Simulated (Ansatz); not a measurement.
# NaSbSe3 (model cell, started as cubic perovskite with Sb in the octahedra): following an unstable mode, part 2 of 2

Wanted: the energy along a soft mode of NaSbSe3 (model cell, started as cubic perovskite with Sb in the octahedra) and the structure at the end.

Ansatz 0.2.0; DFT r2SCAN, scalar-relativistic, plane waves, PAW; PAW set soft_1.

So far. Step 4 (The mode frozen in, largest atomic shift 0.6 Å): The run ends at a pressure of 0.40 GPa, with forces up to 0.34 eV/Å. Step 5 (Energy along the mode, all amplitudes (two of the runs …): The lowest of the steps tried is the last one, at 0.6 Å, 49.6 meV/atom below the parent; the bottom of the well need not coincide with a step.

The structure was built from a prototype and need not be the compound's stable phase.

**6. Relaxing from the distorted cell**

Starting from the lowest point found, all atoms and the cell are let go, so that strain and other modes of the same symmetry can join in.

input.yaml reads:

```yaml
crystal:
  lattice:
    - [5.3266782176, 0.0, 0.0]
    - [0.0, 5.3266782176, 0.0]
    - [0.0, 0.0, 5.3266782176]
  atoms:
    - { symbol: Na, position: [-0.0650330558, 0.0650330558, 0.0650330558] }
    - { symbol: Sb, position: [0.4728175195, 0.5271824805, 0.5271824805] }
    - { symbol: Se, position: [0.5328631623, 0.4671368377, 0.004883309] }
    - { symbol: Se, position: [0.5328631623, 0.004883309, 0.4671368377] }
    - { symbol: Se, position: [-0.004883309, 0.4671368377, 0.4671368377] }
kpoints:
  mp_grid: { grid: [8, 8, 8] }
hamiltonian:
  xc: r2scan
  pseudopotentials: { kind: paw, azcp: { folder: soft_1 } }
scf:
  occupations: { method: methfessel_paxton, width: 0.2 }
output:
  forces: true
  stress: true
  eigenvalues: true
relax:
  adjacent_minimum: "off"
  f_tol: 0.002
  max_steps: 120
  cell: { stress_tol: 0.03 }
```

Run with:

```bash
ansatz run input.yaml --threads 8 --pin off --max-ram 16384MiB --backend cpu --events-out ev --progress --plain --runs-dir out
```

Numbers of over 12 decimals in the logs are rounded to 6 here.

The program printed:

```text
[...]
Crystal: 5 atoms, lattice volume = 151.137 Å³
Basis set: ecut = 500 eV, 3887 PW (Γ), exchange–correlation on 160×160×160 points (64 copies of the dense FFT grid, shifted against one another)
Bands: 44, of which v1, the nominal top of the filled ones, is band 36 counted from 1 (35 counted from 0)
Symmetry: 6 space group operations
[...]
k-points: 65 of 512 (time reversal used)
[...]
SCF iter   1: F=—  HF=-24424.123813 eV  |F-HF|=—  |Δ(HF+E_count)|=         —  Δρ=4.27e-2  dr2=2.71e0  dr2_τ=9.21e-3  ethr=3.10e-3  ⟨swp⟩=7.3  Hψ=11471  notcnv=0  defer=5
[...]
SCF iter   8: F=-24423.188259 eV  HF=-24423.188259 eV  |F-HF|=9.43e-9  |Δ(HF+E_count)|=   1.32e-7  S|Δr|=    0.00e0  Δρ=2.49e-6  dr2=6.30e-9  dr2_τ=2.00e-10  ethr=1.11e-10  ⟨swp⟩=3.2  Hψ=10167  notcnv=0
SCF 1 converged in 8 iterations: F = -24423.188259 eV  dr2 = 6.30e-9
[...]
relax step   1: F+E_penalty+E_count = -24423.18825940 eV  Δ(F+E_penalty+E_count) = +0.000e0 eV  max|allowed force component| = 1.968e-1 eV/Å  Δτ_max = 0.0000 Å  P = +0.400 GPa  Ω = 151.137 Å³  (8 SCF iters, dr2 threshold 1.00e-7 eV, accepted)
Crystal: 5 atoms, lattice volume = 151.230 Å³
Basis set: ecut = 500 eV, 3839 PW (Γ), exchange–correlation on 160×160×160 points (64 copies of the dense FFT grid, shifted against one another)
[...]
SCF iter   7: F=-24423.246909 eV  HF=-24423.246909 eV  |F-HF|=1.99e-8  |Δ(HF+E_count)|=   4.51e-7  S|Δr|=    0.00e0  Δρ=3.78e-6  dr2=1.45e-8  dr2_τ=6.29e-10  ethr=6.94e-10  ⟨swp⟩=7.6  Hψ=13400  notcnv=0
SCF 2 converged in 7 iterations: F = -24423.246909 eV  dr2 = 1.45e-8
relax step   2: F+E_penalty+E_count = -24423.24690883 eV  Δ(F+E_penalty+E_count) = -5.865e-2 eV  max|allowed force component| = 1.990e-1 eV/Å  Δτ_max = 0.1324 Å  P = -0.097 GPa  Ω = 151.230 Å³  energy of the carried Pulay correction = -6.349e-6 eV  (7 SCF iters, dr2 threshold 5.00e-7 eV, accepted)
Crystal: 5 atoms, lattice volume = 151.653 Å³
[...]
SCF iter   6: F=-24423.262754 eV  HF=-24423.262754 eV  |F-HF|=3.53e-9  |Δ(HF+E_count)|=   1.00e-7  S|Δr|=    0.00e0  Δρ=4.53e-6  dr2=3.44e-8  dr2_τ=8.44e-10  ethr=6.94e-10  ⟨swp⟩=7.0  Hψ=12998  notcnv=0
SCF 3 converged in 6 iterations: F = -24423.262754 eV  dr2 = 3.44e-8
relax step   3: F+E_penalty+E_count = -24423.26275368 eV  Δ(F+E_penalty+E_count) = -1.584e-2 eV  max|allowed force component| = 1.229e-1 eV/Å  Δτ_max = 0.0219 Å  P = -0.050 GPa  Ω = 151.653 Å³  energy of the carried Pulay correction = -3.508e-5 eV  (6 SCF iters, dr2 threshold 5.00e-7 eV, accepted)
[...]
relax step   4: F+E_penalty+E_count = -24423.27608018 eV  Δ(F+E_penalty+E_count) = -1.333e-2 eV  max|allowed force component| = 1.175e-1 eV/Å  Δτ_max = 0.0640 Å  P = +0.620 GPa  Ω = 152.943 Å³  energy of the carried Pulay correction = -1.221e-4 eV  (7 SCF iters, dr2 threshold 5.00e-7 eV, accepted)
[...]
relax step   5: F+E_penalty+E_count = -24423.28085056 eV  Δ(F+E_penalty+E_count) = -4.770e-3 eV  max|allowed force component| = 1.556e-2 eV/Å  Δτ_max = 0.0079 Å  P = -0.166 GPa  Ω = 155.264 Å³  energy of the carried Pulay correction = -2.768e-4 eV  (5 SCF iters, dr2 threshold 5.00e-7 eV, accepted)
[...]
relax step   6: F+E_penalty+E_count = -24423.28168070 eV  Δ(F+E_penalty+E_count) = -8.301e-4 eV  max|allowed force component| = 9.204e-3 eV/Å  Δτ_max = 0.0065 Å  P = -0.015 GPa  Ω = 155.009 Å³  energy of the carried Pulay correction = -2.599e-4 eV  (4 SCF iters, dr2 threshold 1.45e-7 eV, accepted)
[...]
relax step   7: F+E_penalty+E_count = -24423.28186181 eV  Δ(F+E_penalty+E_count) = -1.811e-4 eV  max|allowed force component| = 5.689e-3 eV/Å  Δτ_max = 0.0085 Å  P = +0.013 GPa  Ω = 155.151 Å³  energy of the carried Pulay correction = -2.694e-4 eV  (6 SCF iters, dr2 threshold 5.29e-9 eV, accepted)
[...]
relax step   8: F+E_penalty+E_count = -24423.28190344 eV  Δ(F+E_penalty+E_count) = -4.163e-5 eV  max|allowed force component| = 2.555e-3 eV/Å  Δτ_max = 0.0051 Å  P = +0.006 GPa  Ω = 155.256 Å³  energy of the carried Pulay correction = -2.763e-4 eV  (6 SCF iters, dr2 threshold 2.02e-9 eV, accepted)
[...]
relax step   9: F+E_penalty+E_count = -24423.28191301 eV  Δ(F+E_penalty+E_count) = -9.576e-6 eV  max|allowed force component| = 4.285e-4 eV/Å  Δτ_max = 0.0029 Å  P = +0.001 GPa  Ω = 155.296 Å³  energy of the carried Pulay correction = -2.789e-4 eV  (6 SCF iters, dr2 threshold 4.08e-10 eV, accepted)
[...]
SCF iter   8: F=-24423.282423 eV  HF=-24423.282423 eV  |F-HF|=2.18e-11  |Δ(HF+E_count)|=  7.28e-12  S|Δr|=    0.00e0  Δρ=4.66e-8  dr2=7.56e-12  dr2_τ=9.07e-14  ethr=1.00e-12  ⟨swp⟩=5.0  Hψ=13525  notcnv=0
SCF 10 converged in 8 iterations: F = -24423.282423 eV  dr2 = 7.56e-12
relax step  10: F+E_penalty+E_count = -24423.28242270 eV  Δ(F+E_penalty+E_count) = -5.097e-4 eV  max|allowed force component| = 4.637e-4 eV/Å  Δτ_max = 0.0000 Å  P = +0.003 GPa  Ω = 155.296 Å³  stress off target by 7.38e-3 GPa  SCF on the basis re-selected at this cell (its energy is not comparable with the rows above)  (8 SCF iters)
basis re-selected at this cell: Δ(F+E_penalty+E_count) = -5.097e-4 eV, ΔP = +0.002 GPa vs the last step (what re-selecting the basis moved, of the pressure what is left beyond the Pulay correction that the steps carried, after the strain that the cell walked since its last selection, with what the two solves' SCF thresholds leave and, on support functions, any second-order correction that the steps lacked; it is no m [...]
SCF converged after 8 iterations
[...]
Free energy (F): -24423.282423 eV
[...]
Internal energy: -24423.286480 eV  (E = F + TS)
E sigma→0 (E₀):  -24423.283437 eV
Entropy (-TS):   0.004058 eV (0.812 meV/atom)
Fermi energy:    4.490650 eV
[...]
--- Forces (eV/Å), atoms counted from 1 ---
  atom   1  Na    -0.00014772     0.00014772     0.00014772
  atom   2  Sb    -0.00040214     0.00040214     0.00040214
  atom   3  Se     0.00001148    -0.00001148    -0.00044787
  atom   4  Se     0.00001148    -0.00044787    -0.00001148
  atom   5  Se     0.00044787    -0.00001148    -0.00001148
  max |Σ_I F_I| component: 7.90e-5 eV/Å
--- Stress (GPa, compression-positive) ---
        0.002779      -0.002301      -0.002301
       -0.002301       0.002779       0.002301
       -0.002301       0.002301       0.002779
  P = ⅓ Tr σ = 0.0028 GPa (0.028 kbar)
--- Band table (eV; the first three rows and the last of 65) ---
  k-point 0: bands = [... 32 lower, 3.4587, 3.6496, 3.9196, 3.9196, 4.2210, 7.3337, 7.6447, 9.5452, ... 4 higher]
  k-point 1: bands = [... 32 lower, 3.4032, 3.6084, 3.8404, 3.8821, 4.1804, 7.5429, 7.8525, 9.5328, ... 4 higher]
  k-point 2: bands = [... 32 lower, 3.2462, 3.6109, 3.6400, 3.9188, 4.1357, 8.0056, 8.3389, 9.3245, ... 4 higher]
  k-point 64: bands = [... 32 lower, 3.0240, 4.6529, 4.6529, 4.9905, 5.5297, 6.9344, 7.0506, 7.0506, ... 4 higher]
--- Relaxed structure (9 steps of the walk, 9 accepted, 1 SCFs on fresh bases) ---
  F+E_penalty+E_count = -24423.28242270 eV   max|allowed force component| = 4.637e-4 eV/Å   (the final SCF, on the basis selected at the relaxed cell)
  cell:  # Å, volume = 155.2960 Å³
    - [5.379277, -0.151232, -0.151232]
    - [-0.151232, 5.379277, 0.151232]
    - [-0.151232, 0.151232, 5.379277]
  atoms:
    - { symbol: Na, position: [-0.061418, 0.061418, 0.061418] }
    - { symbol: Sb, position: [0.450515, 0.549485, 0.549485] }
    - { symbol: Se, position: [0.544376, 0.455624, 0.00922139] }
    - { symbol: Se, position: [0.544376, 0.00922139, 0.455624] }
    - { symbol: Se, position: [-0.00922139, 0.455624, 0.455624] }
```

Run time: 1.7 min. Hardware: 8 threads of Arm Neoverse V2, shared host; peak memory 1.1 GiB; 13 min of CPU time.

Step by step:

```csv
step,energy less that of the first step (eV),largest force component (eV/Å),pressure (GPa),volume (Å³)
1,0.0000,0.1968,0.40,151.14
2,-0.0587,0.1990,-0.10,151.23
3,-0.0745,0.1229,-0.05,151.65
4,-0.0878,0.1175,0.62,152.94
5,-0.0926,0.0156,-0.17,155.26
6,-0.0934,0.0092,-0.02,155.01
7,-0.0936,0.0057,0.01,155.15
8,-0.0936,0.0026,0.01,155.26
9,-0.0937,0.0004,0.00,155.30
10*,-0.0942,0.0005,0.00,155.30
```

Relaxation steps marked * repeat the geometry before them on a plane-wave basis chosen anew for their cell, so energy and pressure can jump there.

The run keeps the 6 symmetry operations that it works with, so distortions that break them were not tested.

```csv
"conventional cell, symmetrised",before,after,change
a (Å),7.533,7.394,-1.9 %
b (Å),7.533,7.394,-1.9 %
c (Å),9.226,9.841,+6.7 %
volume (Å³/atom),30.23,31.06,+2.8 %
```

The atoms that moved most (Å, as changes of fractional coordinates times the final cell):

```csv
atom,dx,dy,dz,length
Sb2,-0.127,0.127,0.127,0.219
Se3,0.063,-0.063,0.020,0.091
Se5,-0.020,-0.063,-0.063,0.091
Se4,0.063,0.020,-0.063,0.091
Na1,0.021,-0.021,-0.021,0.036
```

The relaxed structure:

```xyz
5
Lattice="5.3793 -0.1512 -0.1512 -0.1512 5.3793 0.1512 -0.1512 0.1512 5.3793" Properties=species:S:1:pos:R:3 pbc="T T T"
Na   -0.3490    0.3490    0.3490
Sb    2.2572    2.9708    2.9708
Se    2.8581    2.3700    0.0362
Se    2.8581    0.0362    2.3700
Se   -0.1874    2.5212    2.5212
```

This step gave:

| Property | Result |
| --- | --- |
| pressure | 0.002779 GPa |
| volume per atom | 31.06 Å³ |

The distorted start has space group R3m; the relaxation ends in R3m.

**7. The new phase in its own primitive cell**

The relaxed structure is symmetrised, reduced to its primitive cell and relaxed tightly, as its phonons need.

input.yaml, the sections that differ from step 6:

```yaml
crystal:
  lattice:
    - [3.6967865789, 2.1343407265, 3.2803544935]
    - [-3.6967865789, 2.1343407265, 3.2803544935]
    - [0.0, -4.2686814529, 3.2803544935]
  atoms:
    - { symbol: Na, position: [0.9385816682, 0.9385816682, 0.9385816682] }
    - { symbol: Sb, position: [0.4505145248, 0.4505145248, 0.4505145248] }
    - { symbol: Se, position: [0.5443763358, 0.9907786147, 0.5443763358] }
    - { symbol: Se, position: [0.9907786147, 0.5443763358, 0.5443763358] }
    - { symbol: Se, position: [0.5443763358, 0.5443763358, 0.9907786147] }
kpoints:
  mp_grid: { grid: [9, 9, 9] }
relax:
  adjacent_minimum: "off"
  f_tol: 0.001
  max_steps: 60
  cell: { stress_tol: 0.01 }
# hamiltonian, scf, output: as in step 6
```

The program printed:

```text
[...]
Crystal: 5 atoms, lattice volume = 155.296 Å³
Basis set: ecut = 500 eV, 3983 PW (Γ), exchange–correlation on 160×160×160 points (64 copies of the dense FFT grid, shifted against one another)
Bands: 44, of which v1, the nominal top of the filled ones, is band 36 counted from 1 (35 counted from 0)
Symmetry: 6 space group operations
[...]
cell:  # Å, volume = 155.3464 Å³
    - [3.696036, 2.133908, 3.282753]
    - [-3.696036, 2.133908, 3.282753]
    - [0, -4.267815, 3.282753]
  atoms:
    - { symbol: Na, position: [0.938334, 0.938334, 0.938334] }
    - { symbol: Sb, position: [0.450943, 0.450943, 0.450943] }
    - { symbol: Se, position: [0.544225, 0.990900, 0.544225] }
    - { symbol: Se, position: [0.990900, 0.544225, 0.544225] }
    - { symbol: Se, position: [0.544225, 0.544225, 0.990900] }
[key lines of the parts left out:]
SCF converged after 6 iterations
Free energy (F): -24423.284794 eV
Fermi energy:    4.480343 eV
P = ⅓ Tr σ = 0.0002 GPa (0.002 kbar)
```

It took 66 s on 8 threads; peak memory 1.2 GiB; 8.5 min of CPU time.

Little changed from the start: no atom moved by 0.005 Å and no cell edge by 0.1 %.

This step gave:

```yaml
pressure: 1.68e-4 GPa
volume_per_atom: 31.07 Å³
```

The largest force component left is 0.26 meV/Å and the pressure is 0.000 GPa, within the tolerances set. The cell now holds 31.07 Å³/atom.

**8. Modes of the new phase, k-mesh 9×9×9**

A relaxed structure may still be a saddle point, so its zone-centre modes are computed. No field response is asked, since the mesh shows no gap.

input.yaml, the sections that differ from step 7:

```yaml
crystal:
  lattice:
    - [3.6960363385, 2.133907575, 3.2827529055]
    - [-3.6960363385, 2.133907575, 3.2827529055]
    - [0.0, -4.2678151499, 3.2827529055]
  atoms:
    - { symbol: Na, position: [0.9383343214, 0.9383343214, 0.9383343214] }
    - { symbol: Sb, position: [0.4509429602, 0.4509429602, 0.4509429602] }
    - { symbol: Se, position: [0.5442252704, 0.9908996569, 0.5442252704] }
    - { symbol: Se, position: [0.9908996569, 0.5442252704, 0.5442252704] }
    - { symbol: Se, position: [0.5442252704, 0.5442252704, 0.9908996569] }
output:
  eigenvalues: true
phonons:
  method: dfpt
# kpoints, hamiltonian, scf: as in step 7
# relax: removed
```

The program printed:

```text
[...]
Crystal: 5 atoms, lattice volume = 155.346 Å³
Basis set: ecut = 500 eV, 3995 PW (Γ), exchange–correlation on 320×320×320 points (512 copies of the dense FFT grid, shifted against one another)
Bands: 44, of which v1, the nominal top of the filled ones, is band 36 counted from 1 (35 counted from 0)
Symmetry: 6 space group operations
k-points: 365 of 729 (irreducible under 1 space group operation, time reversal used)
[...]
SCF iter   1: F=—  HF=-24424.201580 eV  |F-HF|=—  |Δ(HF+E_count)|=         —  Δρ=4.25e-2  dr2=2.65e0  dr2_τ=1.02e-2  ethr=3.10e-3  ⟨swp⟩=7.2  Hψ=63472  notcnv=0
[...]
SCF iter  11: F=-24423.284796 eV  HF=-24423.284796 eV  |F-HF|=7.28e-12  |Δ(HF+E_count)|=  1.02e-10  S|Δr|=    0.00e0  Δρ=5.83e-8  dr2=3.81e-12  dr2_τ=2.39e-13  ethr=1.00e-12  ⟨swp⟩=15.6  Hψ=94264  notcnv=0
SCF 1 converged in 11 iterations: F = -24423.284796 eV  dr2 = 3.81e-12
[...]
SCF converged after 11 iterations
[...]
Free energy (F): -24423.284796 eV
[...]
Internal energy: -24423.286908 eV  (E = F + TS)
E sigma→0 (E₀):  -24423.285324 eV
Entropy (-TS):   0.002112 eV (0.422 meV/atom)
Fermi energy:    4.480340 eV
[...]
--- Band table (eV; the first three rows and the last of 365) ---
  k-point 0: bands = [... 32 lower, 3.4529, 3.6403, 3.9176, 3.9176, 4.2171, 7.3533, 7.6403, 9.5474, ... 4 higher]
  k-point 1: bands = [... 32 lower, 3.4088, 3.6027, 3.8558, 3.8841, 4.1828, 7.5198, 7.8074, 9.5392, ... 4 higher]
  k-point 2: bands = [... 32 lower, 3.2824, 3.5992, 3.6868, 3.8784, 4.1385, 7.9168, 8.2147, 9.4071, ... 4 higher]
  k-point 364: bands = [... 32 lower, 2.7349, 3.4400, 3.7163, 4.1908, 4.7009, 7.8476, 8.6197, 9.6443, ... 4 higher]
[...]
k mesh reduced under 1 symmetry operation, with k and −k counted as one. Each operation leaves every solved perturbation unchanged. A smaller set is not considered because the functional reads the kinetic-energy density
  ASR residual: 4.941e-5 → 0.000e0 eV/Å²; symmetrization residual: 1.737e-5 eV/Å²
  ASR residual per site (eV/Å²): 4.94e-5 3.16e-5 1.71e-5 1.71e-5 1.71e-5
[...]
```

It took 18 min on 8 threads; peak memory 13 GiB; 2.4 h of CPU time.

Numbers from this step:

```
sum-rule residual before enforcement                    : 4.94e-5 eV/Å²
point group                                             : 3m
highest optical mode at the zone centre (no LO-TO term) : 174.1 cm⁻¹
lowest optical zone-centre mode                         : -72.59 cm⁻¹
```

Patterns of degenerate modes are one choice out of their space. Modes at Γ, with each element's share of the kinetic energy (negative means imaginary):

```csv
mode,frequency (cm⁻¹),symmetry,Na %,Sb %,Se %
1,-72.6,A2,0,0,100
2,-48.7,E,55,2,44
3,-48.7,E,55,2,44
4,0.0,acoustic,6,32,62
5,0.0,acoustic,6,32,62
6,0.0,acoustic,6,32,62
7,50.0,E,17,29,54
8,50.0,E,17,29,54
9,75.7,A1,13,58,28
10,81.3,E,23,1,77
11,81.3,E,23,1,77
12,125.0,A1,79,4,17
13,160.7,A1,2,6,92
14,174.1,E,0,37,63
15,174.1,E,0,37,63
```

Displacements in mode 1 (-72.6 cm⁻¹), the largest set to 1:
```
Na1  0.00  0.00  0.00
Sb2  0.00  0.00  0.00
Se3 -0.50 -0.87  0.00
Se4 -0.50  0.87  0.00
Se5  1.00  0.00  0.00
```

Displacements in mode 15 (174.1 cm⁻¹), the largest set to 1:
```
Na1  0.00  0.09  0.00
Sb2  0.00  0.86  0.00
Se3  0.48 -0.17 -0.27
Se4 -0.48 -0.17 -0.27
Se5  0.00 -1.00  0.54
```

Before it was imposed, the acoustic sum rule was missed by 4.9e-5 eV/Å². Small misses are needed for a sound result but don't prove that mesh and cutoff are converged. The lowest optical mode is imaginary, 72.6i cm⁻¹, so the energy falls along it.

**9. What came out**

* unstable mode of the parent: q = (0, 0, 0), 86i cm⁻¹
* depth at the lowest point sampled: 49.6 meV/atom
* largest atomic shift at that point: 0.6 Å
* space group reached (within 0.01 Å): R3m
* energy gained over the parent (first relaxation, on the mesh of the frozen mode): 68.4 meV/atom
* volume per atom, phase reached: 31.1 Å³
* lowest optical zone-centre mode, phase reached: -72.6 cm⁻¹
* highest optical mode at the zone centre (no LO-TO term), phase reached: 174 cm⁻¹

In words: Along this mode the structure falls into R3m, 68.4 meV/atom below the parent. At the parent's cell the well is 49.60 meV/atom deep on the steps tried, with its lowest point at a shift of 0.6 Å. That is the last step tried, so the steps alone don't bracket the bottom of the well. Relaxing atoms and cell changes the gain by +18.80 meV/atom against the lowest step (energies at zero smearing). The new phase still has an imaginary mode at the zone centre of its cell, so it is a saddle point on the way to a lower structure. Of the 4 patterns followed to their end from this parent, this one ends 178 meV/atom above the lowest, Amm2. Each path keeps the symmetry of its pattern, so a lower phase may lie along a pattern not tried. With no gap, or one that is small against the smearing, the frequencies hang on the k mesh and the smearing, most of all near Kohn anomalies. Spin-orbit coupling is left out, which can matter for the heavy elements here. The starting cell was built on a prototype and not taken from a measurement, so the phase need not exist.

[Logs are printed without paths, hosts, clocks, repeated set-up lines and the standing remarks that a program may print on its own settings, such as how far it seeks lower states.]

[Hosts, paths, dates, database ids (printed as entryN), source tags and the programs' standing remarks are cut or masked in the printed files.]
